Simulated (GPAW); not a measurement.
# Surface energy and work function of Ru(0001) from slabs of 3 to 12 layers (RPBE)

How do energy and work function of Ru(0001) films settle with thickness, and what surface energy follows?

**Method.** GPAW 26.7.0, plane waves at 450 eV with PAW setups; symmetric 1×1 slabs cut at the tabulated lattice constant (two decimals; low-temperature values for the alkali metals), atoms at bulk places, 7.5 Å of vacuum on each side, one in-plane mesh for all thicknesses, Fermi-Dirac smearing of 0.1 eV. Energies are extrapolated to zero smearing and count from the program's reference atoms. Functional RPBE. The cell's area is 6.313 Å².

Results, with one row withheld:

```
layers  energy (eV)  work function (eV)
     3     −24.4690                4.81
     4     −33.1599                4.90
     5     −41.9144                4.85
     6     −50.6809                4.88
     7     −59.4361                4.89
     8     −68.1881                4.88
     9     −76.9379                4.88
    10     −85.7018                4.88
    11     −94.4699                4.88
    12            ?                   ?
```

**Question.** What surface energy do these runs give, and what energy and work function should the 12-layer slab have?

A: A slab of n layers has E(n) = nε + 2Aγ once its middle is bulk-like. A line through n = 6 to 11 has the slope ε = −8.7569 eV a layer and the intercept 2Aγ = 1.8646 eV (r.m.s. residual 5.8 meV). So γ = 1.8646 / (2 × 6.313 Å²) = 0.1477 eV/Å² = 2.37 J/m², with a standard error of about 0.02 J/m² from the scatter about the line. For 12 layers: 1.8646 + 12 × (−8.7569) = −103.218 eV; the run gives −103.222 eV, 4.0 meV under the line. The work function has no such law: from 6 to 11 layers it moves between 4.88 and 4.89 eV (mean 4.88), and the 12-layer slab gives 4.88 eV. The thinnest slab, 3 layers, lies −0.07 eV from that mean. The values go up and down with thickness, as expected where levels confined across the film cross the Fermi level one by one.

**Limits.** The surfaces are unrelaxed, so γ is an upper bound for this functional and lattice constant. The tabulated lattice constant isn't the functional's own, which strains the slab a little.

[Logs are printed without paths, hosts, clocks, repeated set-up lines and the standing remarks that a program may print on its own settings, such as how far it seeks lower states.]
